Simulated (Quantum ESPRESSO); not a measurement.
# Zr2CO2 MXene, 1 layer: a series in the share of short-range exact exchange, part 2 of 3

What law, if any, do the results for Zr2CO2 MXene, 1 layer follow against the share of short-range exact exchange?

Quantum ESPRESSO 7.5; plane-wave DFT, PBE, SG15 norm-conserving pseudopotentials.

So far. Step 2 (Variable-cell relaxation of the reference):  The last row is no step: it is a fresh SCF in the final cell with a new plane-wave basis, -1 meV from the row before.

## (3) SCF with pw.x, 0

The self-consistent run of this member.

Level of this step: plane-wave DFT, PBE, SG15 norm-conserving pseudopotentials (Quantum ESPRESSO 7.5).

m0.scf.in reads:

```
&control
  prefix = 'm0.scf'
  outdir = './out'
  pseudo_dir = './pseudo'
  calculation = 'scf'
  tprnfor = .true.
/
&system
  ibrav = 0
  nat = 5
  ntyp = 3
  ecutwfc = 60
  ecutrho = 240
  occupations = 'fixed'
  nbnd = 23
/
&electrons
  conv_thr = 1e-08
  mixing_beta = 0.6
  electron_maxstep = 120
/
ATOMIC_SPECIES
  O   15.9990  O_ONCV_PBE-1.2.upf
  Zr  91.2240  Zr_ONCV_PBE-1.2.upf
  C   12.0110  C_ONCV_PBE-1.2.upf
CELL_PARAMETERS angstrom
  3.30654360800000 0.00000000000000 0.00000000000000
  -1.65327180400000 2.86355076300000 0.00000000000000
  0.00000000000000 0.00000000000000 19.95294679600000
ATOMIC_POSITIONS crystal
  O   0.333333333300 0.666666666700 0.383831541100
  Zr  0.666666666700 0.333333333300 0.429929457200
  C   0.000000000000 0.000000000000 0.500000000000
  Zr  0.333333333300 0.666666666700 0.570070542800
  O   0.666666666700 0.333333333300 0.616168458900
K_POINTS automatic
  9 9 1 0 0 0
```

Launch:

```bash
OMP_NUM_THREADS=1 mpirun -n 4 pw.x -nk 4 -in m0.scf.in > m0.scf.out
```

Log:

```text
[banner, memory and clock lines left out]
Program PWSCF v.7.5 starts
[citation notice left out]

[...]
Message from routine setup:
[...]
bravais-lattice index     =            0
     lattice parameter (alat)  =       6.2485  a.u.
     unit-cell volume          =    1274.9196 (a.u.)^3
     number of atoms/cell      =            5
     number of atomic types    =            3
     number of electrons       =        40.00
     number of Kohn-Sham states=           23
     kinetic-energy cutoff     =      60.0000  Ry
     charge density cutoff     =     240.0000  Ry
     scf convergence threshold =      1.0E-08
     mixing beta               =       0.6000
     number of iterations used =            8  plain     mixing
     Exchange-correlation= PBE
                           (   1   4   3   4   0   0   0)

[...]
PseudoPot. # 1 for O  read from file:
     ./pseudo/O_ONCV_PBE-1.2.upf
     Pseudo is Norm-conserving, Zval =  6.0
     Generated using ONCVPSP code by D. R. Hamann
     Using radial grid of  602 points,  4 beta functions with:
                l(1) =   0
                l(2) =   0
                l(3) =   1
                l(4) =   1

     PseudoPot. # 2 for Zr read from file:
     ./pseudo/Zr_ONCV_PBE-1.2.upf
     Pseudo is Norm-conserving, Zval = 12.0
     Generated using ONCVPSP code by D. R. Hamann
     Using radial grid of  602 points,  6 beta functions with:
                l(1) =   0
                l(2) =   0
                l(3) =   1
                l(4) =   1
                l(5) =   2
                l(6) =   2

     PseudoPot. # 3 for C  read from file:
     ./pseudo/C_ONCV_PBE-1.2.upf
     Pseudo is Norm-conserving, Zval =  4.0
     Generated using ONCVPSP code by D. R. Hamann
     Using radial grid of  602 points,  4 beta functions with:
                l(1) =   0
                l(2) =   0
                l(3) =   1
                l(4) =   1

     atomic species   valence    mass     pseudopotential
     O                 6.00    15.99900     O ( 1.00)
     Zr               12.00    91.22400     Zr( 1.00)
     C                 4.00    12.01100     C ( 1.00)

     12 Sym. Ops., with inversion, found

[...]
number of k points=    12
[...]
Dense  grid:    80189 G-vectors     FFT dimensions: (  32,  32, 192)

     Initial potential from superposition of free atoms

     starting charge      39.6858, renormalised to      40.0000

     negative rho (up, down):  6.899E-04 0.000E+00
     Starting wfcs are random

     per-process dynamical memory:    69.9 Mb

     Self-consistent Calculation

     iteration #  1     ecut=    60.00 Ry     beta= 0.60
     Davidson diagonalization with overlap
     ethr =  1.00E-02,  avg # of iterations = 11.8

     negative rho (up, down):  5.376E-05 0.000E+00

     total energy              =    -264.87473837 Ry
     estimated scf accuracy    <       1.55735273 Ry

     iteration #  2     ecut=    60.00 Ry     beta= 0.60
[...]
negative rho (up, down):  1.321E-05 0.000E+00

[...]
total energy              =    -265.24191290 Ry
     estimated scf accuracy    <       1.60751453 Ry

     iteration #  3     ecut=    60.00 Ry     beta= 0.60
[...]
negative rho (up, down):  1.043E-06 0.000E+00

[...]
total energy              =    -265.51647900 Ry
     estimated scf accuracy    <       0.02750570 Ry

     iteration #  4     ecut=    60.00 Ry     beta= 0.60
[...]
total energy              =    -265.54287139 Ry
     estimated scf accuracy    <       0.03746516 Ry

     iteration #  5     ecut=    60.00 Ry     beta= 0.60
[...]
total energy              =    -265.54287973 Ry
     estimated scf accuracy    <       0.00796001 Ry

     iteration #  6     ecut=    60.00 Ry     beta= 0.60
[...]
total energy              =    -265.54543581 Ry
     estimated scf accuracy    <       0.00062298 Ry

[...]
iteration # 11     ecut=    60.00 Ry     beta= 0.60
[...]
total energy              =    -265.54545683 Ry
     estimated scf accuracy    <       0.00000042 Ry

     iteration # 12     ecut=    60.00 Ry     beta= 0.60
[...]
total energy              =    -265.54545689 Ry
     estimated scf accuracy    <       0.00000016 Ry

     iteration # 13     ecut=    60.00 Ry     beta= 0.60
[...]
total energy              =    -265.54545692 Ry
     estimated scf accuracy    <       0.00000001 Ry

     iteration # 14     ecut=    60.00 Ry     beta= 0.60
[...]
End of self-consistent calculation

          k = 0.0000 0.0000 0.0000 ( 10083 PWs)   bands (ev):

   -48.0895 -48.0509 -26.4638 -26.1275 -25.8540 -25.8540 -25.8246 -25.8246
   -17.4473 -17.3660  -8.8973  -4.4514  -4.1963  -4.1963  -3.8788  -3.8788
    -3.4098  -0.4482   0.7305   0.7305   2.5562   2.5562   2.9938

          k = 0.0000 0.1283 0.0000 ( 10041 PWs)   bands (ev):

   -48.0794 -48.0428 -26.4327 -26.1525 -25.9416 -25.9206 -25.8776 -25.8394
   -17.3718 -17.3099  -8.9053  -4.4151  -4.1270  -4.0791  -3.9251  -3.7930
    -3.2314  -0.2806  -0.1038   0.3252   2.4616   3.0622   3.2230

[...]
highest occupied, lowest unoccupied level (ev):     0.7305    1.7096

!    total energy              =    -265.54545692 Ry
     estimated scf accuracy    <          5.6E-09 Ry

     The total energy is the sum of the following terms:
     one-electron contribution =   -1877.27045541 Ry
     hartree contribution      =     941.92909680 Ry
     xc contribution           =     -41.27864825 Ry
     ewald contribution        =     711.07454993 Ry

     convergence has been achieved in  14 iterations

     Forces acting on atoms (cartesian axes, Ry/au):

     atom    1 type  1   force =     0.00000000    0.00000000    0.00013342
     atom    2 type  2   force =    -0.00000000   -0.00000000   -0.00086365
     atom    3 type  3   force =     0.00000000    0.00000000    0.00000000
     atom    4 type  2   force =     0.00000000   -0.00000000    0.00086365
     atom    5 type  1   force =     0.00000000    0.00000000   -0.00013342

     Total force =     0.001236     Total SCF correction =     0.000088

[...]
```

It took 29 s on 4 MPI ranks of Intel Xeon Platinum 8259CL at 2.50GHz (Skylake/Cascade Lake), shared host; peak memory 0.49 GiB; 1.9 min of CPU time.

Read from the output:

- free energy: -3612.9300 eV
- valence top, on the run's zero: 0.7305 eV
- conduction bottom, on the run's zero: 1.710 eV
- gap by band count: 0.9791 eV

## (4) Electrostatic potential, 0

plot_num = 11 writes the bare and Hartree potential, from which vacuum levels or, in a crystal, the mean potential are read.

m0.pot.in reads:

```
&inputpp
  prefix = 'm0.scf'
  outdir = './out'
  filplot = 'm0.pot.dat'
  plot_num = 11
/
```

Launch:

```bash
OMP_NUM_THREADS=1 mpirun -n 4 pp.x -in m0.pot.in > m0.pot.out
```

Log:

```text
[banner, memory and clock lines left out]
Program POST-PROC v.7.5 starts

          URL

     ./out/m0.scf.save/

     IMPORTANT: XC functional enforced from input :
     Exchange-correlation= PBE
                           (   1   4   3   4   0   0   0)
     Any further DFT definition will be discarded
     Please, verify this is what you really want

     Calling punch_plot, plot_num =  11
     Writing data to file  m0.pot.dat
     Message from routine chdens:
     namelist plot not found or invalid, exiting
```

Wall time 1.4 s (4 MPI ranks); peak memory 0.09 GiB; 5 s of CPU time.

Numbers from this step:

```
potential in the middle of the vacuum, over the valence top : 5.354 eV
```

Electrostatic potential energy of an electron; zero at the highest filled level of the SCF mesh. Potential energy, planar mean against z:

| z (Å) | potential energy, planar mean (eV) |
| --- | --- |
| 0.0 | 5.35 |
| 0.5 | 5.35 |
| 1.0 | 5.35 |
| 1.5 | 5.35 |
| 2.0 | 5.35 |
| 2.5 | 5.35 |
| 3.0 | 5.35 |
| 3.5 | 5.35 |
| 4.0 | 5.35 |
| 4.5 | 5.35 |
| 5.0 | 5.35 |
| 5.5 | 5.34 |
| 6.0 | 5.27 |
| 6.5 | 4.91 |
| 7.0 | 2.82 |
| 7.5 | -7.66 |
| 8.0 | -13.4 |
| 8.5 | -25.2 |
| 9.0 | -14.9 |
| 9.5 | -4.59 |
| 10.0 | -8.25 |
| 10.5 | -4.63 |
| 11.0 | -16.7 |
| 11.5 | -24.5 |
| 12.0 | -13.0 |
| 12.5 | -6.30 |
| 13.0 | 3.24 |
| 13.5 | 4.98 |
| 14.0 | 5.28 |
| 14.5 | 5.34 |
| 15.0 | 5.35 |
| 15.5 | 5.35 |
| 16.0 | 5.35 |
| 16.5 | 5.35 |
| 17.0 | 5.35 |
| 17.5 | 5.35 |
| 18.0 | 5.35 |
| 18.5 | 5.35 |
| 19.0 | 5.35 |
| 19.5 | 5.35 |

## (5) Ground state, 0.1

Level of this step: plane-wave DFT, screened hybrid with 0.1 exact exchange, SG15 norm-conserving pseudopotentials (Quantum ESPRESSO 7.5). input_dft overrides the functional of the files.

m1.scf.in, as its differences from the input of step 3:

```diff
@@ -1,3 +1,3 @@
 &control
-  prefix = 'm0.scf'
+  prefix = 'm1.scf'
   outdir = './out'
@@ -15,2 +15,8 @@
   nbnd = 23
+  input_dft = 'hse'
+  exx_fraction = 0.1
+  nqx1 = 3
+  nqx2 = 3
+  nqx3 = 1
+  ecutfock = 60
 /
```

Launch:

```bash
OMP_NUM_THREADS=1 mpirun -n 4 pw.x -nk 4 -in m1.scf.in > m1.scf.out
```

Log:

```text
[banner, memory and clock lines left out]
Program PWSCF v.7.5 starts
[...]
Message from routine setup:
[...]
number of electrons       =        40.00
     number of Kohn-Sham states=           23
     kinetic-energy cutoff     =      60.0000  Ry
     charge density cutoff     =     240.0000  Ry
[...]
number of k points=    12
[...]
Dense  grid:    80189 G-vectors     FFT dimensions: (  32,  32, 192)
[...]
negative rho (up, down):  6.899E-04 0.000E+00
     Starting wfcs are random
[...]
negative rho (up, down):  5.376E-05 0.000E+00
[...]
estimated scf accuracy    <       1.55735273 Ry
[...]
negative rho (up, down):  1.321E-05 0.000E+00
[...]
estimated scf accuracy    <       1.60751453 Ry
[...]
negative rho (up, down):  1.043E-06 0.000E+00
[...]
estimated scf accuracy    <       0.02750570 Ry
[...]
estimated scf accuracy    <       0.03746516 Ry
[...]
estimated scf accuracy    <       0.00796001 Ry
[...]
estimated scf accuracy    <       0.00062298 Ry
[...]
estimated scf accuracy    <       0.00054577 Ry
[...]
estimated scf accuracy    <       0.00003475 Ry
[...]
estimated scf accuracy    <       0.00002889 Ry
[...]
estimated scf accuracy    <       0.00000651 Ry
[...]
estimated scf accuracy    <       0.00000042 Ry
[...]
estimated scf accuracy    <       0.00000016 Ry
[...]
estimated scf accuracy    <       0.00000001 Ry
[...]
highest occupied, lowest unoccupied level (ev):     0.7305    1.7096
!    total energy              =    -265.54545692 Ry
     estimated scf accuracy    <          5.6E-09 Ry
     convergence has been achieved in  14 iterations
[...]
estimated scf accuracy    <       0.00289680 Ry
[...]
estimated scf accuracy    <       0.00324823 Ry
[...]
estimated scf accuracy    <       0.00015658 Ry
[...]
estimated scf accuracy    <       0.00002133 Ry
[...]
estimated scf accuracy    <       0.00000337 Ry
[...]
estimated scf accuracy    <       0.00000050 Ry
[...]
estimated scf accuracy    <       0.00000007 Ry
[...]
estimated scf accuracy    <       0.00000002 Ry
[...]
highest occupied, lowest unoccupied level (ev):     0.5033    1.8110
!    total energy              =    -265.51659439 Ry
     estimated scf accuracy    <          2.5E-10 Ry
     convergence has been achieved in   9 iterations
[...]
estimated scf accuracy    <       0.00001475 Ry
[...]
estimated scf accuracy    <       0.00001243 Ry
[...]
estimated scf accuracy    <       0.00000031 Ry
[...]
estimated scf accuracy    <       0.00000049 Ry
[...]
estimated scf accuracy    <       0.00000019 Ry
[...]
estimated scf accuracy    <       0.00000002 Ry
[...]
highest occupied, lowest unoccupied level (ev):     0.5019    1.8127
!    total energy              =    -265.51674137 Ry
     estimated scf accuracy    <          8.1E-10 Ry
     convergence has been achieved in   7 iterations
[...]
estimated scf accuracy    <       0.00000015 Ry
[...]
estimated scf accuracy    <       0.00000018 Ry
[...]
highest occupied, lowest unoccupied level (ev):     0.5015    1.8127
!    total energy              =    -265.51674260 Ry
     estimated scf accuracy    <          7.6E-09 Ry
     convergence has been achieved in   3 iterations
[...]
estimated scf accuracy    <       0.00000005 Ry
[...]
estimated scf accuracy    <       0.00000012 Ry
[...]
highest occupied, lowest unoccupied level (ev):     0.5018    1.8129
!    total energy              =    -265.51674262 Ry
     estimated scf accuracy    <          3.3E-10 Ry
     convergence has been achieved in   3 iterations
[...]
!!   total energy              =    -265.51674262 Ry
[...]
Total force =     0.010509     Total SCF correction =     0.000053
[...]
```

Elapsed: 2.8 min, on 4 MPI ranks; peak memory 4.1 GiB.

This step gave:

```
free energy                          : -3612.5393 eV
valence top, on the run's zero       : 0.5018 eV
conduction bottom, on the run's zero : 1.813 eV
gap by band count                    : 1.311 eV
```

(Part 2 of 3 ends here.)

[Logs are printed without paths, hosts, clocks, repeated set-up lines and the standing remarks that a program may print on its own settings, such as how far it seeks lower states.]

[Hosts, paths, dates, database ids (printed as entryN), source tags and the programs' standing remarks are cut or masked in the printed files.]

[Maps of the electrostatic potential energy from Ansatz leave out the sawtooth potential of an applied field or a dipole correction, so their vacuum need not be flat; planar profiles and work functions include it.]
